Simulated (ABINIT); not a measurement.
**AlN (F-43m): ε∞ against volume**

The cell of AlN (F-43m) is scaled evenly and the response computed anew at each volume, on one mesh.

It takes space group F-43m (No. 216, cubic). The conventional cell has a = 4.368 Å, b = 4.368 Å, c = 4.368 Å, α = 90.00°, β = 90.00°, γ = 90.00°. Al on site a has 4 N at 1.89 Å as nearest neighbours. N on site d is surrounded by 4 Al at 1.89 Å.

Method: ABINIT 10.8.3, LDA, independent particles, k-mesh 13×13×13, Lorentzian half width 0.04 eV.

Launch of the response step: `optic optic.abi`. The series took 2.3 min in all, its band step included, on 4 threads of Intel(R) Xeon(R) Processor @ 2.70GHz, on a shared host.

| V/V₀ | V (Å³, primitive cell) | ε∞ |
| --- | --- | --- |
| 0.94 | 19.58 | 4.5997 |
| 0.97 | 20.21 | 4.6486 |
| 1.00 | 20.83 | 4.7020 |
| 1.03 | 21.46 | ? |
| 1.06 | 22.08 | 4.8234 |

For small changes the quantity should be close to linear in ln V.

Working, on the rows shown:

| x = ln(V/V₀) | y = ε∞ |
| --- | --- |
| -0.0618754 | 4.5997 |
| -0.0304592 | 4.6486 |
| 0 | 4.702 |
| 0.0582689 | 4.8234 |

Means: x̄ = -0.0085164, ȳ = 4.6934. Σ(x − x̄)(y − ȳ) = 0.01474, Σ(x − x̄)² = 0.007861. Slope = 0.01474 / 0.007861 = 1.875; intercept = ȳ − slope · x̄ = 4.7094. The line misses the rows shown by at most 0.0074.

Predict the last column of the withheld row from the fit.

At x = 0.029559 the line gives y = 4.7648. The run gave 4.7602, so the interpolation is off by 0.0046, 2 % of the range in the table.

Between the rows on either side of x = 0 the slope is (4.7602 − 4.6486) / (0.029559 − (-0.030459)) = 1.859. So d ln ε∞/d ln V = +0.40 at V₀: ε∞ falls under slight compression. Fixed polarisabilities with Lorentz local fields (Clausius-Mossotti) would give −(ε − 1)(ε + 2)/3ε = -1.76, so the polarisability itself falls as the cell is compressed. Excitons are left out and so are local fields; LDA gaps are as a rule too small. The values come from a sum over the points of one k-mesh and carry its error, which grows as the direct gap shrinks.
